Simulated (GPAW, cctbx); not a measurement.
# LiFeAg2Cl6: what bonding does to one electron reflection, worked out

LiFeAg2Cl6, Fm-3m (no. 225), a = 9.6806 Å, b = 9.6806 Å, c = 9.6806 Å, α = 90.00°, β = 90.00°, γ = 90.00°.

| atom | mult. | x | y | z |
| --- | --- | --- | --- | --- |
| Ag1 | 8 | 1/4 | 3/4 | 3/4 |
| Fe1 | 4 | 0 | 0 | 0 |
| Cl1 | 24 | 0 | 0 | 0.7547 |
| Li1 | 4 | 1/2 | 0 | 0 |

The cell comes from substitution in a known structure type and wasn't matched to any measured phase.

A DFT run (GPAW, PBE, 550 eV, 4×4×4 k-points, Fermi–Dirac width 0.05 eV, spin-polarised) gives the static X-ray structure factor of 111 as 97.737 e for the conventional cell; superposed free atoms give 98.275 e. **Problem.** Find the Fourier component V of the crystal potential and the two-beam extinction distance at 80 kV in both cases.

**1. Geometry**

The cell volume is Ω = 907.21 Å³ and d(111) = 5.5891 Å, so g = 1/d = 0.1789 Å⁻¹.

**2. The nuclei**

Electrons feel nuclei as well as electrons, so the nuclear charges are summed with the same phases.

Phase sums Σ exp(2πi h·x), turned so that the total is real and positive: Ag 0.000, Fe +4.000, Cl +0.715, Li -4.000. Then F_Z = 47 × (0.000) + 26 × (+4.000) + 17 × (+0.715) + 3 × (-4.000) = 104.16 e. The electron term has the same sign for this reflection.

**3. Mott–Bethe**

Poisson's equation, term by term, gives V = (e/4πε₀)(F_Z − F)/(πΩg²), with e/4πε₀ = 14.3996 V Å.

The prefactor is 14.3996 × 5.5891²/(π × 907.21) = 0.15783 V per electron. Free atoms: (104.16 − 98.275) × 0.15783 = 0.929 V. Crystal: (104.16 − 97.737) × 0.15783 = 1.014 V. F changes by -0.55 % and V by +9.1 %: the same 0.54 e is measured against F_Z − F = 5.9 e in place of F = 98.3 e.

**4. Extinction distance**

In the two-beam case ξ = 1/(λU) with U = 2γm₀eV/h², that is ξ = 150.41 V Å²/(γλV).

At 80 kV, λ = 0.04176 Å and γ = 1.1566. Free atoms: ξ = 3353 Å. Crystal: ξ = 3073 Å. The thickness fringes go as sin²(πt/ξ), so the two patterns slip by a quarter of a period when t|1/ξ₁ − 1/ξ₀| = 1/4, at t ≈ 917 nm, thicker than usual samples. Thermal motion, absorption and many-beam coupling, left out here, change a real pattern.

**5. Answer**

V(111) is 1.01 V against 0.93 V, and ξ is 3073 against 3353 Å. Limits: static atoms, two beams; a ferromagnetic start is the only order tried, and the real ground state may be antiferromagnetic or insulating; no Hubbard U on Fe.
